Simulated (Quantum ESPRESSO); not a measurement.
## Be5Fe: energy over the lowest, no spin polarisation against volume, fitted and tested on a withheld row

System: Be5Fe, 5 Be and 1 Fe in the cell, space group F-43m. From the study “Be5Fe: orders under volume”.

Method: LDA; plane waves with GBRV 1.5 LDA potentials (Quantum ESPRESSO 7.5). Settings shared by all rows: cutoff 544.23 eV, 8×8×8 k-mesh, fermi-dirac occupations, smearing width 0.136 eV. The parallel start holds a moment of 0.15 μB or more only at 0.86, 0.92, 0.96, 1, 1.05, 1.1 and 1.16. Only a parallel start was run beside the spinless one, so opposed or spiral orders, which may lie lower, are not probed.

The table, with one value held back:

```csv
volume (factor),"energy over the lowest, no spin polarisation (meV an atom)"
0.8,104.2
0.86,29.2
0.92,1.9
0.96,3.9
1,18.7
1.05,?
1.1,97.3
1.16,165.2
```

**Question.** What energy over the lowest, no spin polarisation should the row at volume = 1.05 factor hold? Fit a suitable law to the other rows.

**Law.** Energy against volume follows the Birch–Murnaghan form, which is a polynomial in the Eulerian strain: third order, a cubic in t = (V/1)^(−2/3) − 1. In symbols, E = c0 + c1 t + c2 t² + c3 t³, with energy over the lowest, no spin polarisation in meV an atom.

**Fit.** Least squares on 7 rows gives c0 = 18.661, c1 = -762.553, c2 = 8290.48 and c3 = -1319.03.

```
volume (factor)          t  computed     fit  computed − fit
            0.8     0.1604     104.2  104.20            0.00
           0.86    0.10578      29.2   29.20            0.00
           0.92   0.057162       1.9    1.91           -0.01
           0.96   0.027588       3.9    3.91           -0.01
              1          0      18.7   18.66            0.04
            1.1  -0.061564      97.3   97.34           -0.04
           1.16  -0.094209     165.2  165.18            0.02
```

The slope vanishes at t = 0.04651, so the minimum lies at V = 1 × (1 + t)^(−3/2) = 0.9341. That is the minimum of this magnetic state alone.

**Prediction.** At volume = 1.05 factor, t = -0.032003, so the law predicts 51.60 meV an atom. The computed value is 51.6 meV an atom, within one unit of its last digit of the prediction. The row lies between fitted rows, so this is an interpolation. The miss is of the size of the rounding of the printed values.

[Logs and program files are shortened in this print: banners, set-up blocks, solver, clock and traceback lines can be left out without a mark of their own.]

[Logs are printed without paths, hosts, clocks, repeated set-up lines and the standing remarks that a program may print on its own settings, such as how far it seeks lower states.]

[Hosts, paths, dates, database ids (printed as entryN), source tags and the programs' standing remarks are cut or masked in the printed files.]

[Where a cell is said to come from a database of computed structures, the database is the Materials Project.]
